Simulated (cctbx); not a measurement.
# Symmetry from intensities

Cell: a = 4.9510 Å, b = 4.9510 Å, c = 8.0020 Å, α = 90.00°, β = 90.00°, γ = 120.00°. Expected content of the cell: Pb1 Ta3 Fe8.

Simulated single-crystal data (cctbx): Cu Kα, λ = 1.54184 Å, to d = 0.83 Å, 50 % of the full sphere, strongest reflection 70000 counts, noise from counting, a 2 % proportional error and a noise floor of 4 counts (s.d.); no absorption, some extinction.

A first pass over the reflections prints:

```text
623 reflections to d = 0.836 A
centring   violations  <I/sigma> of those
    A        307 of   309     33.2
    B        306 of   308     33.7
    C        313 of   317     33.2
    I        327 of   331     33.5
    R        410 of   422     32.9
    F        463 of   467     33.4
Laue class    unique    Rint  (classes that these axes allow; Friedel mates merged)
P -1              456   0.026
P 1 1 2/m         305   0.140
P -3              208   0.026
P -3 1 m          129   0.164
P -3 m 1          144   0.027
P 6/m             117   0.163
P 6/m m m          90   0.165
space group    extra absences  I>4sigma  <I/sigma>
P 3 2 1                 0          0         -  acentric
P 3 m 1                 0          0         -  acentric
P -3 m 1                0          0         -  centric
Wilson B = 1.11 A^2   <|E^2-1|> = 0.900 (0.968 centric, 0.736 acentric)   E^2>4: 1.4 %
shell (A)         n   <I/sigma>
 8.00 - 1.67     24     43.0
 1.67 - 1.32     18     45.3
 1.32 - 1.16     17     41.6
 1.16 - 1.05     18     50.7
 1.05 - 0.98     14     25.9
 0.98 - 0.92     20     46.1
 0.92 - 0.87     16     51.5
 0.87 - 0.84     17     44.6
```

Q: Read the symmetry from these tables.

Every centring test has many violations, so the lattice is primitive.

Rint stays low (0.026) up to P -3 m 1 and is 0.140 or more in the other classes.

3 settings pass the absence test. No glide or screw absences show, which leaves P 3 2 1, P 3 m 1 and P -3 m 1.

⟨|E²−1|⟩ = 0.900 leans to a centrosymmetric structure. Here that hint misleads: the statistic assumes many like atoms on general positions, and few, heavy or special-position atoms break it. The Wilson B of 1.11 Å² means U ≈ 0.0141 Å².

The true group is P3m1 (no. 156), Laue class -3m, non-centrosymmetric. The tables only narrow the choice to the tied entries; cell content, site symmetry and trial solutions must settle it.

The model was made for the exercise: a known structure type with other elements put in, its volume estimated, not relaxed; displacement parameters are assumed.

[Logs are printed without paths, hosts, clocks, repeated set-up lines and the standing remarks that a program may print on its own settings, such as how far it seeks lower states.]
